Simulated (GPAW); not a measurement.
Consider Ru (Ruthenium, P6_3/mmc).

```cif
data_structure
_symmetry_space_group_name_H-M 'P 1'
_symmetry_Int_Tables_number 1
_cell_length_a 2.7058
_cell_length_b 2.7058
_cell_length_c 4.2819
_cell_angle_alpha 90.000
_cell_angle_beta 90.000
_cell_angle_gamma 120.000
_cell_volume 27.15
loop_
_atom_site_label
_atom_site_type_symbol
_atom_site_fract_x
_atom_site_fract_y
_atom_site_fract_z
_atom_site_occupancy
Ru1 Ru 0.66667 0.33333 0.75000 1
Ru2 Ru 0.33333 0.66667 0.25000 1
```

Absorber: atom 1, with 6 Ru at 2.65 Å and 6 Ru at 2.71 Å (anticuboctahedral, as in hcp, site symmetry -6m2). Method: GPAW, PBE, excited-electron core hole (neutral cell), 16-atom cell with 6.3 Å between holes, 3×3×3 k points, dipole transitions, Gaussian full width 2 eV up to 4 eV, rising linearly to 3.5 eV at 25 eV.

**Question.** Predict the near-edge structure at the Ru L₃ edge.

Main maxima up to 30 eV above the zero (height): 1.0 eV (3.91), 11.8 eV (0.95), 15.8 eV (0.97) and 29.2 eV (0.77). At an L edge the dipole rule selects empty d (and weakly s) states on the absorber, and the strong line at the onset measures the empty part of its d band. 

The Ru L₃ spectrum (energy from the lowest empty level; intensity scaled to a mean of 1 over the first 20 eV; polarised curves are means over the symmetry-equivalent atoms):

```
E (eV)  isotropic  ε ⊥ c  ε ∥ c
  -2.0       0.03   0.04   0.03
  -1.0       0.51   0.53   0.48
   0.0       2.42   2.45   2.38
   1.0       3.91   3.87   3.98
   2.0       2.45   2.41   2.52
   3.0       0.96   0.96   0.97
   4.0       0.57   0.58   0.56
   5.0       0.52   0.52   0.51
   6.0       0.51   0.51   0.52
   7.0       0.43   0.41   0.47
   8.0       0.30   0.28   0.34
   9.0       0.33   0.33   0.35
  10.0       0.60   0.61   0.58
  11.0       0.88   0.90   0.83
  12.0       0.94   0.95   0.92
  13.0       0.84   0.84   0.85
  14.0       0.83   0.83   0.82
  15.0       0.93   0.94   0.89
  16.0       0.97   0.99   0.92
  17.0       0.91   0.91   0.89
  18.0       0.81   0.79   0.85
  19.0       0.70   0.68   0.76
  20.0       0.59   0.58   0.63
  21.0       0.52   0.52   0.53
  22.0       0.52   0.52   0.51
  23.0       0.55   0.55   0.55
  24.0       0.58   0.57   0.60
  25.0       0.61   0.59   0.65
  26.0       0.65   0.64   0.68
  27.0       0.70   0.70   0.70
  28.0       0.75   0.77   0.70
  29.0       0.77   0.81   0.70
  30.0       0.76   0.79   0.70
  31.0       0.70   0.71   0.68
  32.0       0.61   0.60   0.63
```

Only the L₃ part is meant: spin–orbit coupling of the core level isn't computed and the L₂ copy isn't added. The script folds with a Gaussian, whereas the core hole's own line is a Lorentzian, so the onset is too steep and the first peak too high. The holes are only 6.3 Å apart, so the shape is probably not converged with cell size; no larger cell was run here. The mesh is coarse (0.39 Å⁻¹ between points), so small maxima may be mesh ripples. The structure is a published determination, not relaxed.

[Banner, clock and machine lines of the logs are left out without a mark of their own.]

[Logs are printed without paths, hosts, clocks, repeated set-up lines and the standing remarks that a program may print on its own settings, such as how far it seeks lower states.]

[Hosts, paths, dates, database ids (printed as entryN), source tags and the programs' standing remarks are cut or masked in the printed files.]

[Lists of maxima count a maximum above −3 eV only where it reaches 4 % of the highest in the window and stands out from its surroundings by 2 % of it (1.5 % where it reaches 55 %); shoulders and weaker maxima are passed over, and of the rest the first, up to two pre-edge ones and the few strongest are named.]
